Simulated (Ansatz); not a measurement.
# AlNi (Pm-3m): a volume series of phonon spectra, part 2 of 4

Wanted: mode Grüneisen parameters of AlNi and a free-energy fit over volumes.

Measurements to reproduce:
- heat capacity C_P per formula unit 45.9 J/mol/K near room temperature (given in “High-Throughput Prediction of Finite-Temperature Properties using the Quasi-Harmonic Approximation”, 2016, arXiv:1603.06924)

Ansatz 0.2.0; DFT PBEsol, scalar-relativistic, plane waves, PAW.

So far. Step 2 (Probe on a coarse mesh): The start is under -3.0 GPa at this level and looks like a metal on this mesh.

The database entry behind the starting cell differs from later determinations by our own check (about 0.2 % short), so it need not match the best structure at ambient conditions.

## (4) Relaxing to small residual forces and stress

The thresholds are tightened for a last relaxation ahead of the phonons, and where mesh or smearing change with them the cell follows.

Contents of input.yaml:

```yaml
crystal:
  lattice:
    - [2.8621655517, 0.0, 0.0]
    - [0.0, 2.8621655517, 0.0]
    - [0.0, 0.0, 2.8621655517]
  atoms:
    - { symbol: Al, position: [0.0, 0.0, 0.0] }
    - { symbol: Ni, position: [0.5, 0.5, 0.5] }
kpoints:
  mp_grid: { grid: [16, 16, 16] }
hamiltonian:
  xc: pbesol
scf:
  occupations: { method: methfessel_paxton, width: 0.2 }
  lower_state_search: "off"
output:
  forces: true
  stress: true
  eigenvalues: true
  write_density: true
  write_potential: true
  elf: true
  volumetric_format: npy
relax:
  adjacent_minimum: "off"
  f_tol: 0.001
  max_steps: 60
  cell: { stress_tol: 0.01 }
```

Command:

```console
> ansatz run input.yaml --threads 8 --pin off --max-ram 16384MiB --backend cpu --events-out ev --progress --plain --runs-dir out
```

Numbers of over 12 decimals in the logs are rounded to 6 here.

Log:

```text
[...]
Crystal: 2 atoms, lattice volume = 23.447 Å³
Basis set: ecut = 420 eV, 461 PW (Γ), exchange–correlation on 40×40×40 points (8 copies of the dense FFT grid, shifted against one another)
Bands: 15, of which v1, the nominal top of the filled ones, is band 11 counted from 1 (10 counted from 0)
Symmetry: 48 space group operations
[...]
k-points: 165 of 4096
[...]
SCF iter   1: F=—  HF=-6330.870402 eV  |F-HF|=—  |Δ(HF+E_count)|=         —  Δρ=1.87e-2  dr2=4.73e-2  ethr=1.77e-3  ⟨swp⟩=4.1  Hψ=11065  notcnv=0
[...]
SCF iter   6: F=-6330.863872 eV  HF=-6330.863872 eV  |F-HF|=1.04e-10  |Δ(HF+E_count)|=  1.28e-10  S|Δr|=    0.00e0  Δρ=7.04e-7  dr2=1.07e-10  ethr=8.64e-11  ⟨swp⟩=5.0  Hψ=11803  notcnv=0
SCF 1 converged in 6 iterations: F = -6330.863872 eV  dr2 = 1.07e-10
[...]
relax step   1: F+E_penalty+E_count = -6330.86387164 eV  Δ(F+E_penalty+E_count) = +0.000e0 eV  max|allowed force component| = 2.480e-29 eV/Å  Δτ_max = 0.0000 Å  P = -0.026 GPa  Ω = 23.447 Å³  (6 SCF iters, dr2 threshold 1.00e-7 eV, accepted)
Crystal: 2 atoms, lattice volume = 23.445 Å³
[...]
SCF iter   2: F=-6330.863873 eV  HF=-6330.863873 eV  |F-HF|=8.69e-10  |Δ(HF+E_count)|=   2.55e-6  S|Δr|=    0.00e0  Δρ=1.95e-6  dr2=7.64e-10  ethr=8.13e-12  ⟨swp⟩=5.1  Hψ=13064  notcnv=0
SCF 2 converged in 2 iterations: F = -6330.863873 eV  dr2 = 7.64e-10
relax step   2: F+E_penalty+E_count = -6330.86387266 eV  Δ(F+E_penalty+E_count) = -1.016e-6 eV  max|allowed force component| = 4.306e-30 eV/Å  Δτ_max = 0.0000 Å  P = -0.011 GPa  Ω = 23.445 Å³  energy of the carried Pulay correction = +7.775e-7 eV  (2 SCF iters, dr2 threshold 1.71e-9 eV, accepted)
Crystal: 2 atoms, lattice volume = 23.443 Å³
[...]
SCF iter   4: F=-6330.863873 eV  HF=-6330.863873 eV  |F-HF|=2.73e-12  |Δ(HF+E_count)|=  1.62e-10  S|Δr|=    0.00e0  Δρ=2.10e-7  dr2=4.90e-12  ethr=1.35e-12  ⟨swp⟩=5.0  Hψ=9986  notcnv=0
SCF 3 converged in 4 iterations: F = -6330.863873 eV  dr2 = 4.90e-12
relax step   3: F+E_penalty+E_count = -6330.86387324 eV  Δ(F+E_penalty+E_count) = -5.834e-7 eV  max|allowed force component| = 3.221e-30 eV/Å  Δτ_max = 0.0000 Å  P = -0.000 GPa  Ω = 23.443 Å³  energy of the carried Pulay correction = +1.313e-6 eV  (4 SCF iters, dr2 threshold 2.84e-10 eV, accepted)
[...]
SCF iter   8: F=-6330.863873 eV  HF=-6330.863873 eV  |F-HF|=0.00e0  |Δ(HF+E_count)|=  1.82e-12  S|Δr|=    0.00e0  Δρ=4.53e-8  dr2=3.80e-13  ethr=1.00e-12  ⟨swp⟩=4.0  Hψ=7373  notcnv=0
SCF 4 converged in 8 iterations: F = -6330.863873 eV  dr2 = 3.80e-13
relax step   4: F+E_penalty+E_count = -6330.86387324 eV  Δ(F+E_penalty+E_count) = -1.819e-12 eV  max|allowed force component| = 2.104e-30 eV/Å  Δτ_max = 0.0000 Å  P = -0.000 GPa  Ω = 23.443 Å³  stress off target by 1.76e-4 GPa  SCF on the basis re-selected at this cell (its energy is not comparable with the rows above)  (8 SCF iters)
basis re-selected at this cell: Δ(F+E_penalty+E_count) = -1.819e-12 eV, ΔP = -0.000 GPa vs the last step (what re-selecting the basis moved, of the pressure what is left beyond the Pulay correction that the steps carried, after the strain that the cell walked since its last selection, with what the two solves' SCF thresholds leave and, on support functions, any second-order correction that the steps lacked; it is no  [...]
SCF converged after 8 iterations
Stability not checked: this state was not tested for a lower state beside it, because cold or Methfessel-Paxton smearing, or corrected tetrahedra, fill the levels in a way that the test cannot read (fill_not_monotonic; see scf.lower_state_search)
Free energy (F): -6330.863873 eV
[...]
Internal energy: -6330.864955 eV  (E = F + TS)
E sigma→0 (E₀):  -6330.864144 eV
Entropy (-TS):   0.001082 eV (0.541 meV/atom)
Fermi energy:    14.191499 eV
[...]
--- Stress (GPa, compression-positive) ---
       -0.000176      -0.000000      -0.000000
       -0.000000      -0.000176      -0.000000
       -0.000000      -0.000000      -0.000176
  P = ⅓ Tr σ = -0.0002 GPa (-0.002 kbar)
--- Band table (eV; the first three rows and the last of 165) ---
  k-point 0: bands = [... 7 lower, 12.6239, 12.6239, 12.6239, 19.7475, 19.7475, 19.7475, 22.3729, 22.3729]
  k-point 1: bands = [... 7 lower, 12.5911, 12.5911, 12.6274, 18.9505, 19.8443, 19.8443, 22.3754, 23.0987]
  k-point 2: bands = [... 7 lower, 12.5005, 12.5005, 12.6374, 17.5597, 20.1272, 20.1272, 22.3828, 24.2445]
  k-point 164: bands = [... 7 lower, 13.2014, 13.2014, 16.1234, 16.1234, 16.1234, 18.0750, 18.7631, 18.7631]
--- Relaxed structure (3 steps of the walk, 3 accepted, 1 SCFs on fresh bases) ---
[...]
cell:  # Å, volume = 23.4433 Å³
    - [2.862023, 0, 0]
    - [0, 2.862023, 0.0]
    - [0, 0.0, 2.862023]
  atoms:
    - { symbol: Al, position: [0, 0, 0] }
    - { symbol: Ni, position: [0.5, 0.5, 0.5] }
```

Run time: 2.4 s. Hardware: 8 threads of Arm Neoverse V1, shared host; peak memory 0.4 GiB; 15 s of CPU time.

Little changed from the start: no atom moved by 0.005 Å and no cell edge by 0.1 %.

Numbers from this step:

```yaml
pressure: -1.76e-4 GPa
```

ELF in the ac plane at fractional y = 0.500, with atoms of Ni within 0.2 Å of it. It is the smooth field of the valence electrons, not physical close to the nuclei.

Ten even steps from '_' (0.18) to '@' (0.66):
```
******++==--::::::::--==++****
****++==::..________..::==++**
++++==::________________::==++
++==::______........______::==
==--..____..::----::..____..--
--::____..::++####++::..____::
--::____..--##@@@@##--..____::
--::____..--##@@@@##--..____::
--::____..::++####++::..____::
==--..____..::----::..____..--
++==::______........______::==
++++==::________________::==++
****++==::..________..::==++**
******++==--::::::::--==++****
******++++==--------==++++****
```
Columns run along a (2.9 Å), rows up along c (2.9 Å). Atoms in or near the plane, at fractional coordinates: Ni at (0.50, 0.50).

Electrostatic potential energy in the ac plane at fractional y = 0.500, with atoms of Ni within 0.2 Å of it. With pseudopotentials it is smooth inside the atoms' cores, unlike the true potential.

Ten even steps from '0' (-55 eV) to '9' (16 eV):
```
999999999999999
999999999999999
999999877899999
999987544578999
999974322347999
999853000035899
999742000024799
999742000024799
999853000035899
999974322347999
999987544578999
999999877899999
999999999999999
999999999999999
999999999999999
```
Columns run along a (2.9 Å; values clipped at the 3rd and 97th percentile), rows up along c (2.9 Å). Atoms in or near the plane, at fractional coordinates: Ni at (0.50, 0.50).

Valence density in the ac plane at fractional y = 0.500, with atoms of Ni within 0.2 Å of it. It is the smooth field of the valence electrons, not physical close to the nuclei.

Ten steps, logarithmic in the rise over the least value, from '_' (0 e/Å³) to '@' (47 e/Å³):
```
______________________________
______________________________
____________........__________
________....::----::....______
________..--++****++--..______
______..::++##%%%%##++::..____
______..--**%%@@@@%%**--..____
______..--**%%@@@@%%**--..____
______..::++##%%%%##++::..____
________..--++****++--..______
________....::----::....______
____________........__________
______________________________
______________________________
______________________________
```
Columns run along a (2.9 Å), rows up along c (2.9 Å). Atoms in or near the plane, at fractional coordinates: Ni at (0.50, 0.50).

The residual pressure is -1.8e-4 GPa, small enough for phonons.

## (5) Phonons, V/V0 1

The same q-mesh and k-mesh are kept at every volume, so that much of their error can cancel in the differences.

input.yaml, the sections that differ from step 4:

```yaml
crystal:
  lattice:
    - [2.8620225098, 0.0, 0.0]
    - [0.0, 2.8620225098, 0.0]
    - [0.0, 0.0, 2.8620225098]
  atoms:
    - { symbol: Al, position: [0.0, 0.0, 0.0] }
    - { symbol: Ni, position: [0.5, 0.5, 0.5] }
output:
  eigenvalues: true
phonons:
  method: dfpt
  qmesh: [4, 4, 4]
  temperatures: { t_max: 1000, t_step: 50 }
  qpath:
    path:
      - [[0.0, 0.0, 0.0], [0.0, 0.5, 0.0], [0.5, 0.5, 0.0], [0.0, 0.0, 0.0], [0.5, 0.5, 0.5], [0.0, 0.5, 0.0]]
      - [[0.5, 0.5, 0.5], [0.5, 0.5, 0.0]]
    npoints: 10
# kpoints, hamiltonian, scf: as in step 4
# relax: removed
```

Log:

```text
[...]
Crystal: 2 atoms, lattice volume = 23.443 Å³
Basis set: ecut = 420 eV, 461 PW (Γ), exchange–correlation on 40×40×40 points (8 copies of the dense FFT grid, shifted against one another)
Bands: 15, of which v1, the nominal top of the filled ones, is band 11 counted from 1 (10 counted from 0)
Symmetry: 48 space group operations
k-points: 165 of 4096
[...]
SCF iter   1: F=—  HF=-6330.870405 eV  |F-HF|=—  |Δ(HF+E_count)|=         —  Δρ=1.87e-2  dr2=4.73e-2  ethr=1.77e-3  ⟨swp⟩=4.1  Hψ=11065  notcnv=0
[...]
SCF iter   7: F=-6330.863873 eV  HF=-6330.863873 eV  |F-HF|=2.73e-12  |Δ(HF+E_count)|=  3.55e-11  S|Δr|=    0.00e0  Δρ=1.07e-7  dr2=1.52e-12  ethr=1.00e-12  ⟨swp⟩=6.0  Hψ=10744  notcnv=0
SCF 1 converged in 7 iterations: F = -6330.863873 eV  dr2 = 1.52e-12
[...]
phonons: the bands overlap, so this run is a metal and interpolates without the dipole-dipole term. If the crystal is really an insulator or semiconductor, its LO-TO splitting is missing
NSCF: frozen V_eff on 165 k-points
[...]
DFPT response loops at q = (0, 0, 0) (fractional): preconditioner auto → Kerker (q_TF=auto, 2.679 Å⁻¹) (partly filled bands, converged f_vac=0.000); β = 1.00, the filter's whole step (`scf.mixing.beta` (0.50) is not read by the response loops under this deck's `scf.mixing.preconditioner`; to damp them name `kerker` or `kerker_dos`, under which they read `scf.mixing.beta`, and type it under 1.00, their step now; both keys bind the ground state too); Broyden in place of MSR1
[...]
SCF converged after 7 iterations
[...]
Free energy (F): -6330.863873 eV
[...]
Internal energy: -6330.864955 eV  (E = F + TS)
E sigma→0 (E₀):  -6330.864144 eV
Entropy (-TS):   0.001082 eV (0.541 meV/atom)
Fermi energy:    14.191500 eV
[...]
--- Band table (eV; the first three rows and the last of 165) ---
  k-point 0: bands = [... 7 lower, 12.6239, 12.6239, 12.6239, 19.7475, 19.7475, 19.7475, 22.3729, 22.3729]
  k-point 1: bands = [... 7 lower, 12.5911, 12.5911, 12.6274, 18.9505, 19.8443, 19.8443, 22.3754, 23.0987]
  k-point 2: bands = [... 7 lower, 12.5005, 12.5005, 12.6374, 17.5597, 20.1272, 20.1272, 22.3828, 24.2445]
  k-point 164: bands = [... 7 lower, 13.2014, 13.2014, 16.1234, 16.1234, 16.1234, 18.0750, 18.7631, 18.7631]
--- Phonons (Γ-DFPT): 2 representative perturbations + reference (Σ response iterations 6) ---
  ASR residual: 7.005e-5 → 0.000e0 eV/Å²; symmetrization residual: 2.271e-7 eV/Å²
  ASR residual per site (eV/Å²): 6.89e-5 7.00e-5
  Γ frequencies (cm⁻¹): 0.00 0.00 0.00 302.27 302.27 302.27
--- Phonons (arbitrary-q DFPT): 10 irreducible q on the 4×4×4 mesh ---
  q = [0.0000, 0.0000, 0.0000] (star 1, of the zone-centre solve; hermiticity 7.31e-8, symmetrization 2.01e-12): -0.00 -0.00 0.00 302.27 302.27 302.27
  q = [0.0000, 0.0000, 0.2500] (star 6, 4 solved perturbations in 4032 linear systems a pass and spin channel, the states on 1296 of 4096 k-point pairs; hermiticity 8.12e-8, symmetrization 4.76e-13): 121.34 121.34 146.05 288.31 288.31 336.06
[...]
q = [0.0000, 0.2500, -0.5000] (star 12, 6 solved perturbations on 1296 of 4096 k-point pairs; hermiticity 9.53e-8, symmetrization 5.33e-8): 135.79 162.86 185.67 266.02 324.10 368.48
[...]
sum rule: each row above includes the acoustic sum rule's correction from the zone centre's row sums; it moved no ω² by more than (0.83 cm⁻¹)²
  mesh force constants: q→R imaginary residual 2.43e-18; ASR residual 7.005e-5 → 0.000e0 eV/Å²; symmetrization residual 3.553e-15 eV/Å²
  interpolated dispersion: 62 rows × 6 modes
  density of states and harmonic sums: on the 24×24×24 q-mesh, interpolated from the force constants of a 4×4×4 supercell (no non-analytic term)
  largest difference from the sums on the solved wave vectors: F 1.09e-2 eV, S 1.49e-5 and C_V 4.02e-6 eV/K
  zero-point energy: 0.086805 eV/cell   skipped modes (ω ≤ 0): 3   left out of the sums: 3.62e-5 of the cell's modes: C_V's classical limit lies that fraction below 3 k_B per atom; for a crystal, a wire or a layer, F and S can be off by more, and a phonons.interpolated_qmesh denser along its periods is the remedy for the sampling
```

Elapsed: 2.7 min, on 8 threads; peak memory 2.2 GiB; 20 min of CPU time.

This step gave:

- Γ frequencies: 0, 0, 0, 302.3, 302.3, 302.3 cm⁻¹ (negative: imaginary)
- lowest frequency on the path: 0 cm⁻¹
- zero-point energy: 0.08681 eV/cell
- point group: m-3m
- highest frequency: 373.3 cm⁻¹
- Debye temperature from the second moment: 466 K

No LO-TO term. The phonon branches at the labelled points (cm⁻¹):

```tsv
point	branch 1	branch 2	branch 3	branch 4	branch 5	branch 6
Γ	0	0	0	302	302	302
halfway	121	121	146	288	288	336
X	173	173	208	270	270	373
halfway	136	163	186	266	324	368
M	130	130	196	262	359	359
halfway	78	156	174	278	326	332
Γ	0	0	0	302	302	302
halfway	118	118	179	320	320	324
R	170	170	170	343	343	343
halfway	146	149	150	309	320	362
X	173	173	208	270	270	373
jump to R	170	170	170	343	343	343
halfway	148	148	165	305	353	353
M	130	130	196	262	359	359
```

The phonon branches as a text plot (rows in cm⁻¹):

```
    366 |     ***********                           ******     **
    350 |    *       **  **                 ********      *****
    334 |   *       *      ***           *****  ****      **
    319 |  *                 ***       **          **       *
    303 |***      **           *********            ***      *
    288 |   **                **                      **      *
    272 |     *******     ****                         ***     **
    257 |            *****
    241 |
    226 |
    210 |      ***                                       *
    194 |           ******                              *      **
    179 |     * ****      ****       ****              * *    *
    163 |    * * *        *****          *********   **** ****
    148 |   * *   ****   *     *           *      ****      **
    132 |    *      *****     *     *    **                   ***
    117 |   *            **     *       *
    101 |  *               **  *       *
     86 |  *                 *       **
     70 | *                     *  *
     54 | *                   ** *  *
     39 |*                      ** *
     23 |*                       *
      8 |                         *
         Γ      X      M          Γ            R        X|R     M
```

Tetrahedra on 24 24 24, mean over bins of 5 cm⁻¹. Table of phonon density of states by wavenumber; read off at these points:

```tsv
wavenumber (cm⁻¹)	phonon density of states (1/cm⁻¹/cell)
2	0
12	3.0e-5
22	1.9e-4
32	6.3e-4
42	0.00102
52	0.00178
62	0.00259
72	0.00371
82	0.005
92	0.00693
102	0.0093
112	0.0130
122	0.0199
132	0.0321
142	0.0386
148	0.0513
152	0.0391
158	0.0450
162	0.0410
172	0.0295
178	0.0417
182	0.0402
192	0.0092
202	0.00108
212	0
222	0
232	0
242	0
252	0
262	0.004
272	0.0267
282	0.0275
292	0.0301
298	0.0303
302	0.0287
312	0.0235
322	0.0239
332	0.026
342	0.0332
352	0.0400
358	0.0423
362	0.0273
372	0.00777
```

Harmonic. Thermo, by row:

```tsv
T (K)	F_vib (meV/atom)	S (J/mol-atom/K)	C_V (J/mol-atom/K)
0	43.4	0	0
50	43.24	1.337	3.755
100	41.31	6.401	11.45
150	36.51	12.11	16.58
200	28.86	17.31	19.5
250	18.68	21.86	21.19
300	6.3	25.82	22.23
350	-8.01	29.3	22.89
400	-24.01	32.39	23.35
450	-41.52	35.16	23.67
500	-60.41	37.67	23.9
550	-80.53	39.95	24.07
600	-101.8	42.06	24.21
650	-124.1	44	24.32
700	-147.4	45.8	24.4
750	-171.5	47.49	24.47
800	-196.6	49.07	24.53
850	-222.4	50.56	24.57
900	-248.9	51.96	24.61
950	-276.2	53.3	24.65
1000	-304.2	54.56	24.67
```

The modes has structure finer than the step of the table below, so its rows give means over 10 cm⁻¹, whole bins alone (the curve runs from -10 to 394 cm⁻¹). Peaks (cm⁻¹: height): Al 300.0: 0.0301, 312.7: 0.0263, 355.9: 0.0358; Ni 147.5: 0.0411, 178.0: 0.0382.

Phonopy on the run's constants, 19x19x19 mesh, Gaussian sigma 2.9 cm⁻¹. Table of modes by wavenumber; means over each step; values in 1/cm⁻¹/cell:

```tsv
wavenumber (cm⁻¹)	Al	Ni
0	1.0e-5	2.8e-5
10	7.7e-6	2.0e-5
20	5.0e-5	1.2e-4
30	1.5e-4	3.4e-4
40	3.5e-4	8.4e-4
50	3.4e-4	9.1e-4
60	7.0e-4	0.00194
70	8.0e-4	0.00246
80	0.00111	0.00373
90	0.00141	0.00509
100	0.00164	0.00680
110	0.00225	0.0103
120	0.00279	0.0153
130	0.00382	0.0256
140	0.00385	0.0334
150	0.00381	0.0400
160	0.00295	0.0387
170	0.00177	0.0315
180	0.00128	0.0353
190	4.0e-4	0.0152
200	9.0e-5	0.00251
210	8.1e-6	2.3e-4
220	0	6.0e-7
230	0	0
240	0	0
250	1.1e-5	0
260	0.00365	3.7e-5
270	0.0203	7.0e-4
280	0.0245	0.00214
290	0.0252	0.00346
300	0.0261	0.00402
310	0.0212	0.00287
320	0.0198	0.00259
330	0.0229	0.00280
340	0.0279	0.00304
350	0.0346	0.00377
360	0.0304	0.00332
370	0.0131	8.3e-4
380	8.1e-4	2.5e-5
```

No LO-TO term. Modes at Γ, with each element's share of the kinetic energy:

```tsv
mode	frequency (cm⁻¹)	symmetry	Al %	Ni %
1	0.0	T1u	31	69
2	0.0	T1u	31	69
3	0.0	T1u	31	69
4	302.3	T1u	69	31
5	302.3	T1u	69	31
6	302.3	T1u	69	31
```

Displacements in mode 6 (302.3 cm⁻¹), the largest set to 1:
```
Al1  0.00  0.01  1.00
Ni2  0.00 -0.01 -0.46
```

No mode is imaginary beyond numerical noise at the solved wavevectors.

## (6) Single point at a scaled cell, V/V0 1.015

Symmetry fixes every atom, so a single point at the scaled cell gives the energy and pressure of this member.

input.yaml, the sections that differ from step 5:

```yaml
crystal:
  lattice:
    - [2.8762616621, 0.0, 0.0]
    - [0.0, 2.8762616621, 0.0]
    - [0.0, 0.0, 2.8762616621]
  atoms:
    - { symbol: Al, position: [0.0, 0.0, 0.0] }
    - { symbol: Ni, position: [0.5, 0.5, 0.5] }
output:
  forces: true
  stress: true
  eigenvalues: true
# kpoints, hamiltonian, scf: as in step 5
# phonons: removed
```

Log:

```text
[...]
Crystal: 2 atoms, lattice volume = 23.795 Å³
Basis set: ecut = 420 eV, 461 PW (Γ), exchange–correlation on 40×40×40 points (8 copies of the dense FFT grid, shifted against one another)
Bands: 15, of which v1, the nominal top of the filled ones, is band 11 counted from 1 (10 counted from 0)
Symmetry: 48 space group operations
[...]
k-points: 165 of 4096
[...]
SCF iter   1: F=—  HF=-6330.867320 eV  |F-HF|=—  |Δ(HF+E_count)|=         —  Δρ=1.82e-2  dr2=4.53e-2  ethr=1.77e-3  ⟨swp⟩=4.1  Hψ=11051  notcnv=0
[...]
SCF iter   6: F=-6330.861094 eV  HF=-6330.861094 eV  |F-HF|=7.82e-11  |Δ(HF+E_count)|=   1.34e-9  S|Δr|=    0.00e0  Δρ=5.98e-7  dr2=8.91e-11  ethr=1.24e-10  ⟨swp⟩=2.0  Hψ=6899  notcnv=0
SCF 1 converged in 6 iterations: F = -6330.861094 eV  dr2 = 8.91e-11
[...]
SCF converged after 6 iterations
[...]
Free energy (F): -6330.861094 eV
[...]
Internal energy: -6330.862192 eV  (E = F + TS)
E sigma→0 (E₀):  -6330.861368 eV
Entropy (-TS):   0.001098 eV (0.549 meV/atom)
Fermi energy:    13.934851 eV
[...]
--- Stress (GPa, compression-positive) ---
       -2.497091       0.000000       0.000000
        0.000000      -2.497091       0.000000
        0.000000       0.000000      -2.497091
  P = ⅓ Tr σ = -2.4971 GPa (-24.971 kbar)
--- Band table (eV; the first three rows and the last of 165) ---
  k-point 0: bands = [... 7 lower, 12.3975, 12.3975, 12.3975, 19.4265, 19.4265, 19.4265, 22.0676, 22.0676]
  k-point 1: bands = [... 7 lower, 12.3653, 12.3653, 12.4009, 18.6394, 19.5223, 19.5223, 22.0709, 22.7813]
  k-point 2: bands = [... 7 lower, 12.2764, 12.2764, 12.4107, 17.2604, 19.8024, 19.8024, 22.0809, 23.9059]
  k-point 164: bands = [... 7 lower, 12.9627, 12.9627, 15.8786, 15.8786, 15.8786, 17.6851, 18.4406, 18.4406]
```

Wall time 1.2 s (8 threads); peak memory 0.37 GiB; 3.9 s of CPU time.

This step gave:

```
pressure        : -2.497 GPa
volume per atom : 11.90 Å³/atom
```

The run ends at a pressure of -2.50 GPa.

(Continued in part 3 of 4.)

[Logs are printed without paths, hosts, clocks, repeated set-up lines and the standing remarks that a program may print on its own settings, such as how far it seeks lower states.]

[Hosts, paths, dates, database ids (printed as entryN), source tags and the programs' standing remarks are cut or masked in the printed files.]

[A step with changed settings may run another functional than the one named; its input shows which.]

[Of the runs on displaced cells, only some may be shown.]
